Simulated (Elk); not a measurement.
## Electronic structure of magnetic Al4V

How do the spin channels of Al4V fill?

Program: Elk 11.2.3 (patched build). Level of theory: PBE; all-electron APW+lo, Dirac cores, scalar-relativistic bands. Results are calculated unless marked as measured.

### Step 1. Set-up

The structure is cubic, space group Im-3m (No. 229). The conventional cell has a = 5.635 Å, b = 5.635 Å, c = 5.635 Å, α = 90.00°, β = 90.00°, γ = 90.00°. V has 8 Al at 2.44 Å nearest. Nearest to Al lie 2 V at 2.44 Å. invented: MnGa4 (Im-3m) with V for Mn, Al for Ga. Farther neighbours are not listed.

As a file:

```cif
data_structure
_symmetry_space_group_name_H-M 'P 1'
_symmetry_Int_Tables_number 1
_cell_length_a 4.8798
_cell_length_b 4.8798
_cell_length_c 4.8798
_cell_angle_alpha 109.471
_cell_angle_beta 109.471
_cell_angle_gamma 109.471
_cell_volume 89.45
loop_
_atom_site_label
_atom_site_type_symbol
_atom_site_fract_x
_atom_site_fract_y
_atom_site_fract_z
_atom_site_occupancy
V1 V 0.00000 0.00000 0.00000 1
Al2 Al 0.00000 0.00000 0.50000 1
Al3 Al 0.00000 0.50000 0.00000 1
Al4 Al 0.50000 0.00000 0.00000 1
Al5 Al 0.50000 0.50000 0.50000 1
```

The cell is a made-up one and need not be a known phase.

### Step 2. The magnetic state

Bands and densities of states are read from a converged potential, so the magnetic state comes first.

This is the lowest of the starts that converged (ferro +).

Moments are seeded by fields in the spheres (the last three columns under atoms), set against the wanted direction and reduced each loop.

File elk.in:

```
tasks
  0
  33
  73

xctype
  20

rgkmax
  7.0

nempty
  14

swidth
  0.003

reducebf
  0.5

epsengy
  1e-05

maxscl
  100

lmaxi
  2

spinpol
  .true.

sppath
  './'

avec
  -5.32402178694 5.32402178694 5.32402178694
  5.32402178694 -5.32402178694 5.32402178694
  5.32402178694 5.32402178694 -5.32402178694

atoms
  2
  'V.in'
  1
  0.0000000000 0.0000000000 0.0000000000   0.000000 0.000000 -0.075000
  'Al.in'
  4
  0.0000000000 0.0000000000 0.5000000000   0.000000 0.000000 0.000000
  0.0000000000 0.5000000000 0.0000000000   0.000000 0.000000 0.000000
  0.5000000000 0.0000000000 0.0000000000   0.000000 0.000000 0.000000
  0.5000000000 0.5000000000 0.5000000000   0.000000 0.000000 0.000000

ngridk
  6 6 6

plot3d
  0 0 0
  1 0 0
  0 1 0
  0 0 1
  25 25 25
```

Launch:

```bash
$ OMP_NUM_THREADS=2 elk
```

Numbers of over 12 decimals in the logs are rounded to 6 here.

The log of the run:

```text
Warning(gndstate): core states of species 2 leak from the muffin-tin :   0.5267065309E-03

--- INFO.OUT ---
┌─────────────────────────┐
│ Elk code version 11.2.3 │
└─────────────────────────┘

All units are atomic (Hartree, Bohr, etc.)

┌─────────────────────────────────────────────────┐
│ Ground-state run starting from atomic densities │
└─────────────────────────────────────────────────┘

Lattice vectors :
  -5.324021787       5.324021787       5.324021787
   5.324021787      -5.324021787       5.324021787
   5.324021787       5.324021787      -5.324021787

Species : 1 (V)
 parameters loaded from : V.in
 name : vanadium
 nuclear charge    :   -23.00000000
 electronic charge :    23.00000000
 atomic mass :    92860.67382
 muffin-tin radius :    2.379515540
 number of radial points in muffin-tin :    993
 inner part over the whole radius :   0.9945399312E-02
 number on inner part of muffin-tin    :    699
 approximate nuclear radius :   0.6897515165E-04
 number of mesh points to nuclear radius :    327
 atomic positions (lattice), magnetic fields (Cartesian) :
  1 :   0.00000000  0.00000000  0.00000000    0.00000000  0.00000000 -0.07500000

Species : 2 (Al)
 parameters loaded from : Al.in
 name : aluminium
 nuclear charge    :   -13.00000000
 electronic charge :    13.00000000
 atomic mass :    49184.33496
 muffin-tin radius :    2.181222578
 number of radial points in muffin-tin :    793
 inner part over the whole radius :   0.9846845491E-02
 number on inner part of muffin-tin    :    552
 approximate nuclear radius :   0.5839653600E-04
 number of mesh points to nuclear radius :    244
 atomic positions (lattice), magnetic fields (Cartesian) :
  1 :   0.00000000  0.00000000  0.50000000    0.00000000  0.00000000  0.00000000
  2 :   0.00000000  0.50000000  0.00000000    0.00000000  0.00000000  0.00000000
  3 :   0.50000000  0.00000000  0.00000000    0.00000000  0.00000000  0.00000000
  4 :   0.50000000  0.50000000  0.50000000    0.00000000  0.00000000  0.00000000

Total number of atoms per unit cell :    5
Total muffin-tin volume :    230.3153114
 ratio of muffin-tin to unit cell volume :   0.3815428746

Spin treatment :
 spin-polarised
 global magnetic field (Cartesian) :    0.000000000       0.000000000       0.000000000
 collinear magnetisation in z-direction

Number of Bravais lattice symmetries :   48
Number of crystal symmetries         :   48
Crystal has inversion symmetry
Real symmetric eigensolver will be used

k-point grid :      6     6     6
k-point offset :    0.000000000       0.000000000       0.000000000
k-point set is reduced with full crystal symmetry group
Total number of k-points :       16

Muffin-tin radius times maximum |G+k| :    7.000000000
 using average radius
Maximum |G+k| for APW functions       :    3.151902089
Maximum (1/2)|G+k|²                   :    4.967243389
Maximum |G| for potential and density :    12.00000000
Constant for pseudocharge density :    7
 order of it for each species :   14  14
 order of it for pair densities of each species (exact exchange by exxq0 0: 14) :   11   9
Radial integration step length :    1

G-vector grid sizes :     36    36    36
Number of G-vectors :    17549

Maximum angular momentum used for
 APW functions            :    8
 outer part of muffin-tin :    6
 inner part of muffin-tin :    2

Number of empty states         :     70
Total number of valence states :    190
Total number of core states    :     26

Third-order local-orbitals added for an l without core states : T
Total number of local-orbitals :     58

Exchange-correlation functional :     20     0     0
 Perdew-Burke-Ernzerhof, Phys. Rev. Lett. 77, 3865 (1996)
 gradient requirement :    1
 generalised gradient approximation (GGA)

Smearing type :    3
 Fermi-Dirac
Smearing width :   0.3000000000E-02
Effective electronic temperature (K) :    947.3250744

Mixing type :    3
 Broyden mixing, J. Phys. A: Math. Gen. 17, L317 (1984)

Kohn-Sham potential initialised from atomic data

┌──────────────────────────────┐
│ Self-consistent loop started │
└──────────────────────────────┘

┌─────────────────┐
│ Loop number : 1 │
└─────────────────┘

Energies :
 Fermi                       :     0.99870190327699E-01
 sum of occupied eigenvalues :     -1079.9770035010
 electron kinetic            :      1939.0156509829
 core electron kinetic       :      1599.5775204119
 Coulomb                     :     -3738.4832559298
 Coulomb potential           :     -2836.6644536947
 nuclear-nuclear             :     -315.56482987331
 electron-nuclear            :     -4017.6694566443
 Hartree                     :      594.75103058784
 Madelung                    :     -2320.1510290824
 xc potential                :     -182.28143178735
 xc effective B-field        :    -0.26034208277185E-01
 external B-field            :      0.000000
 exchange                    :     -117.98605532424
 correlation                 :     -3.056891
 electron entropic           :    -0.39178592814797E-02
 total energy                :     -1920.5144692778
 (external B-field energy excluded from total)

Density of states at Fermi energy :    138.0822106
 (states/Hartree/unit cell)

Estimated indirect band gap :   0.1757704639E-02
 from k-point 9 to k-point 9
Estimated direct band gap   :   0.1757704639E-02
 at k-point 9

Charges :
 core                        :    26.00000000
 valence                     :    49.00000000
 interstitial                :    6.880245861
 muffin-tins (core leakage)
  species : 1 (V)
   atom 1                    :    23.77504747     ( -0.2216580466E-06)
  species : 2 (Al)
   atom 1                    :    11.08617667     (  0.5419637525E-03)
   atom 2                    :    11.08617667     (  0.5419637525E-03)
   atom 3                    :    11.08617667     (  0.5419637525E-03)
   atom 4                    :    11.08617667     (  0.5419637525E-03)
 total in muffin-tins        :    68.11975414
 total calculated charge     :    74.99772943
 total charge                :    75.00000000
 error                       :   0.2270569850E-02

Moments :
 interstitial                :  -0.7850874175E-01
 muffin-tins
  species : 1 (V)
   atom 1                    :    1.178966348
  species : 2 (Al)
   atom 1                    :  -0.3298914591E-01
   atom 2                    :  -0.3298914591E-01
   atom 3                    :  -0.3298914591E-01
   atom 4                    :  -0.3298914591E-01
 total in muffin-tins        :    1.047009764
 total moment                :   0.9685010221

[... earlier loops left out ...]

┌──────────────────┐
│ Loop number : 22 │
└──────────────────┘

Energies :
 Fermi                       :     0.198199
 sum of occupied eigenvalues :     -1074.4150966278
 electron kinetic            :      1933.0707107299
 core electron kinetic       :      1599.4139188467
 Coulomb                     :     -3733.5858532515
 Coulomb potential           :     -2852.2699258454
 nuclear-nuclear             :     -315.56482987331
 electron-nuclear            :     -3991.9788103141
 Hartree                     :      573.95778693591
 Madelung                    :     -2307.4508903288
 xc potential                :     -155.20686029988
 xc effective B-field        :    -0.90212486873101E-02
 external B-field            :      0.000000
 exchange                    :     -116.99972416336
 correlation                 :     -3.051888
 electron entropic           :    -0.38792735192239E-02
 total energy                :     -1920.5706336743
 (external B-field energy excluded from total)

Density of states at Fermi energy :    130.6325449
 (states/Hartree/unit cell)

Estimated indirect band gap :   0.1150584354E-02
 from k-point 4 to k-point 10
Estimated direct band gap   :   0.2391762699E-02
 at k-point 3

Charges :
 core                        :    26.00000000
 valence                     :    49.00000000
 interstitial                :    8.012590252
 muffin-tins (core leakage)
  species : 1 (V)
   atom 1                    :    21.93739691     ( -0.2216608870E-06)
  species : 2 (Al)
   atom 1                    :    11.26250321     (  0.5267065309E-03)
   atom 2                    :    11.26250321     (  0.5267065309E-03)
   atom 3                    :    11.26250321     (  0.5267065309E-03)
   atom 4                    :    11.26250321     (  0.5267065309E-03)
 total in muffin-tins        :    66.98740975
 total calculated charge     :    74.99783776
 total charge                :    75.00000000
 error                       :   0.2162239120E-02

Moments :
 interstitial                :   0.1945093205
 muffin-tins
  species : 1 (V)
   atom 1                    :   0.6400633823
  species : 2 (Al)
   atom 1                    :   0.1645124969E-01
   atom 2                    :   0.1645124969E-01
   atom 3                    :   0.1645124969E-01
   atom 4                    :   0.1645124969E-01
 total in muffin-tins        :   0.7058683811
 total moment                :   0.9003777016

┌──────────────────────────────┐
│ Self-consistent loop stopped │
└──────────────────────────────┘

Warning : core states of species 2 leak from the muffin-tin :   0.5267065309E-03

Wrote STATE.OUT
```

It took 3.1 min on 2 threads of Arm Neoverse V1, shared host; peak memory 0.24 GiB; 6.2 min of CPU time.

Spin moment in the muffin-tin sphere by atom:

```
atom  spin moment in the muffin-tin sphere (μB)
  V1                                      0.640
 Al2                                      0.016
 Al3                                      0.016
 Al4                                      0.016
 Al5                                      0.016
```

This step gave:

```yaml
density_of_states_at_the_fermi_level: 4.801 states/eV/cell
moment_between_the_spheres: 0.1945 μB
magnetization: 0.9004 μB
final_state: ferromagnetic
```

### Step 3. Levels along a path and on the mesh

The potential is kept. Point names follow a standard table for this cell's lattice and can differ from other conventions. The density of states is interpolated from the levels on the mesh (so its value at the Fermi level can differ from the smeared one of the ground-state run), and the bands are solved anew along a path of special points.

elk.in: that of step 2 with these lines changed.

```diff
@@ -1,5 +1,5 @@
 tasks
-  0
-  33
-  73
+  10
+  20
+  15
 
@@ -44,3 +44,3 @@
   1
-  0.0000000000 0.0000000000 0.0000000000   0.000000 0.000000 -0.075000
+  0.0000000000 0.0000000000 0.0000000000   0.000000 0.000000 -0.000075
   'Al.in'
@@ -55,7 +55,14 @@
 
-plot3d
-  0 0 0
-  1 0 0
-  0 1 0
-  0 0 1
-  25 25 25
+wplot
+  300 60 1
+  -0.35000 0.25000
+
+plot1d
+  7 84
+  0.00000000 0.00000000 0.00000000
+  0.50000000 -0.50000000 0.50000000
+  0.00000000 0.00000000 0.50000000
+  0.00000000 0.00000000 0.00000000
+  0.25000000 0.25000000 0.25000000
+  0.50000000 -0.50000000 0.50000000
+  0.25000000 0.25000000 0.25000000
```

Launch:

```bash
$ OMP_NUM_THREADS=2 elk
```

The log of the run:

```text
┌─────────────────────────────────┐
│ Elk code version 11.2.3 started │
└─────────────────────────────────┘

Info(readinput): the functional depends on the density's gradient
 muffin-tin radial points multiplied by    2.00000
 (not where nrmtscf is given)

┌───────────────────┐
│ Current task : 10 │
└───────────────────┘
Info(checkmt): changed muffin-tin radius of species 1 (V) from   2.4000 to   2.3795
Info(checkmt): changed muffin-tin radius of species 2 (Al) from   2.2000 to   2.1812

Info(writedos):
 Total density of states written to TDOS.OUT

 Partial density of states written to PDOS_Sss_Aaaaa.OUT
 for all species and atoms

 Spin-quantisation axis :    0.000000000       0.000000000       1.000000000

 Eigenvalues of a random matrix symmetrised with the site
 symmetries in the Yₗₘ basis written to ELMIREP.OUT for all
 species and atoms. Degenerate eigenvalues correspond to
 irreducible representations of each site symmetry group

 Interstitial density of states written to IDOS.OUT

 Fermi energy is at zero in plots

 DOS units are states/Hartree/unit cell

┌───────────────────┐
│ Current task : 20 │
└───────────────────┘

Info(bandstr):
 Band structure plot written to BAND.OUT

 Fermi energy is at zero in plot

 Vertex location lines written to BANDLINES.OUT

┌───────────────────┐
│ Current task : 15 │
└───────────────────┘

Info(writelsj):
 muffin-tin L, S and J expectation values written to LSJ.OUT

┌──────────────────┐
│ Elk code stopped │
└──────────────────┘
```

Wall time 1.7 min (2 threads); peak memory 0.33 GiB; 3.1 min of CPU time.

Electronic bands along the path, in eV, zero at the Fermi level; # counts the bands kept:

```
          point  up #8  up #9  up #10  up #11  down #6  down #7  down #8  down #9
              Γ  -0.07  -0.07    0.12    0.12    -0.21    -0.21     0.08     0.08
        halfway  -0.56  -0.26    1.88    2.26    -1.26    -0.29    -0.29     0.13
              H  -0.68  -0.68    2.33    2.33    -3.52    -0.34    -0.34    -0.34
        halfway  -0.64  -0.54    2.01    2.33    -1.49    -1.10    -0.35    -0.19
              N  -0.40  -0.33    1.89    2.37    -1.18    -0.03    -0.02     0.08
        halfway  -0.39  -0.34    1.14    1.41    -0.81    -0.36    -0.09    -0.04
              Γ  -0.07  -0.07    0.12    0.12    -0.21    -0.21     0.08     0.08
        halfway  -0.40  -0.40    0.91    2.12    -0.19    -0.19    -0.07    -0.07
              P  -0.20  -0.20    3.24    3.24     0.11     0.11     0.26     0.26
        halfway  -0.51  -0.51    2.16    2.16    -1.43    -0.98    -0.16    -0.16
              H  -0.68  -0.68    2.33    2.33    -3.52    -0.34    -0.34    -0.34
0.53 of the way  -0.49  -0.49    2.16    2.16    -1.24    -0.84    -0.14    -0.14
              P  -0.20  -0.20    3.24    3.24     0.11     0.11     0.26     0.26
```

The density of states has structure finer than the step of the table below, so its rows give means over 0.5 eV, whole bins alone (the curve runs from -9.52 to 6.75 eV). Peaks (eV: height): up -0.38: 7.11, 2.29: 3.36, 3.32: 1.74, 4.52: 1.95; down -0.22: 5.73, 2.61: 2.85, 3.48: 1.84, 4.46: 2.16; V1 d up -0.38: 3.31, 2.29: 1.68, 4.52: 0.497; V1 d down -0.11: 2.29, 2.61: 1.40, 4.46: 0.610; Al2 p up -0.49: 0.329, 1.74: 0.0892, 3.32: 0.0659, 5.88: 0.0679.

Table of density of states by energy, zero at the Fermi level; means over each step; values in states/eV/cell:

```
energy (eV)      up    down  V1 d up  V1 d down  Al2 p up  Al2 p down
       -9.0  8.4e-6       0        0          0         0           0
       -8.5  0.0765  0.0494        0          0    1.6e-4      9.7e-5
       -8.0   0.236   0.214   1.6e-4     1.1e-4   0.00111      8.9e-4
       -7.5   0.337   0.317   6.5e-4     4.8e-4   0.00257     0.00223
       -7.0   0.539   0.483  0.00231    0.00173   0.00565     0.00476
       -6.5   0.568   0.601  0.00367    0.00352   0.00772     0.00766
       -6.0   0.243   0.297  0.00178    0.00209   0.00379     0.00447
       -5.5   0.694   0.611   0.0101    0.00763    0.0117     0.00991
       -5.0   0.717   0.743   0.0171     0.0144    0.0120      0.0125
       -4.5   0.980   0.912   0.0415     0.0317    0.0157      0.0149
       -4.0   0.949   0.926   0.0674     0.0525    0.0173      0.0172
       -3.5   0.755   0.779   0.0774     0.0658    0.0172      0.0165
       -3.0   0.884   0.697    0.104     0.0702    0.0310      0.0223
       -2.5    1.23    1.34    0.158      0.130    0.0465      0.0526
       -2.0   0.559   0.548   0.0968     0.0728    0.0231      0.0221
       -1.5    1.43    1.08    0.315      0.183    0.0618      0.0502
       -1.0    1.98    1.62    0.577      0.331    0.0839      0.0768
       -0.5    5.36    2.58     2.24      0.769     0.224       0.124
        0.0   0.453    4.14    0.215       1.75    0.0111       0.170
        0.5  0.0457  0.0851  0.00770     0.0324   0.00302     0.00289
        1.0   0.362   0.241   0.0813     0.0542    0.0211      0.0137
        1.5    1.09   0.653    0.303      0.166    0.0561      0.0346
        2.0    1.87    1.37    0.792      0.433    0.0622      0.0600
        2.5    1.91    2.02    0.912      0.978    0.0471      0.0509
        3.0    1.05    1.49    0.341      0.694    0.0367      0.0365
        3.5    1.45    1.60    0.350      0.483    0.0509      0.0520
        4.0   0.813   0.775    0.207      0.195    0.0240      0.0235
        4.5    1.69    1.68    0.408      0.442    0.0603      0.0544
        5.0    1.21    1.36    0.215      0.306    0.0539      0.0546
        5.5    1.09    1.03    0.180      0.198    0.0465      0.0446
        6.0    1.57    1.49    0.232      0.255    0.0571      0.0548
```

### Step 4. Summary of results

- state: ferromagnetic
- largest moment: 0.640 μB

In words: Right at the Fermi level (the table gives means over its steps) the density of states is 0.013 states/eV a cell for spin up and 4.3 for spin down. Within the window shown, the centres of the V1 d states of the two spins lie 0.45 eV apart, a rough measure of the splitting of the spins. The state is the lowest of the starts that converged; no opposed start was among them. These are Kohn–Sham levels without spin–orbit coupling.

[Logs and program files are shortened in this print: banners, set-up blocks, solver, clock and traceback lines can be left out without a mark of their own.]

[Logs are printed without paths, hosts, clocks, repeated set-up lines and the standing remarks that a program may print on its own settings, such as how far it seeks lower states.]

[Hosts, paths, dates, database ids (printed as entryN), source tags and the programs' standing remarks are cut or masked in the printed files.]

[Where a cell is said to come from a database of computed structures, the database is the Materials Project.]
